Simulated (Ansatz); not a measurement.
Planning a run of Ansatz 0.2.0 on CsPbCl3 (Pm-3m). The input:

```yaml
crystal:
  lattice:
    - [5.605, 0.0, 0.0]
    - [0.0, 5.605, 0.0]
    - [0.0, 0.0, 5.605]
  atoms:
    - { symbol: Cs, position: [0.0, 0.0, 0.0] }
    - { symbol: Pb, position: [0.5, 0.5, 0.5] }
    - { symbol: Cl, position: [0.5, 0.5, 0.0] }
    - { symbol: Cl, position: [0.0, 0.5, 0.5] }
    - { symbol: Cl, position: [0.5, 0.0, 0.5] }
kpoints:
  mp_grid: { grid: [4, 4, 4] }
hamiltonian:
  xc:
    exchange: pbe
    correlation: pbe
    exx: { coeff: 0.35, omega: 0.2078 }
scf:
  occupations: { method: fixed }
gw:
  n_empty_bands: 734
  ecut_chi: 150.0
  qp_bands: [v2, c2]
  qp_kpoints: band_edges
  screening: { model: contour_deformation }
```

```sh
ansatz run input.yaml --threads 3 --pin off --max-ram 92160MiB --backend cuda --events-out ev --progress --plain --runs-dir out --devices 1 --max-vram 13GiB
```

**Question.** Estimate wall time and host memory on 1 × NVIDIA H100 80GB HBM3 (shared by 6 runs) with 3 threads of AMD EPYC 7R13 (Zen 3), shared host.

It took 75 s; on shared hardware allow 38 s to 2.5 min. Peak host memory was 2.8 GiB. The sizes that set the cost: 3407 plane waves a state, 10 irreducible k points, 756 bands summed, 739 plane waves in the screening and 11 SCF cycles.

The screening grows as filled bands × empty bands × pairs of k points, times the square of the screening basis for the matrix.

[Paths, hosts, dates, memory and timing lines, banners, echoed tables and standing remarks are left out of the program output.]

[Logs are printed without paths, hosts, clocks, repeated set-up lines and the standing remarks that a program may print on its own settings, such as how far it seeks lower states.]

[Runs of the session that timed out or met a known fault of the program may be left out.]

[Cells called generated may have been cut or substituted from an entry of the Crystallography Open Database or the Materials Project.]

[Hosts, paths, dates, database ids (printed as entryN), source tags and the programs' standing remarks are cut or masked in the printed files.]
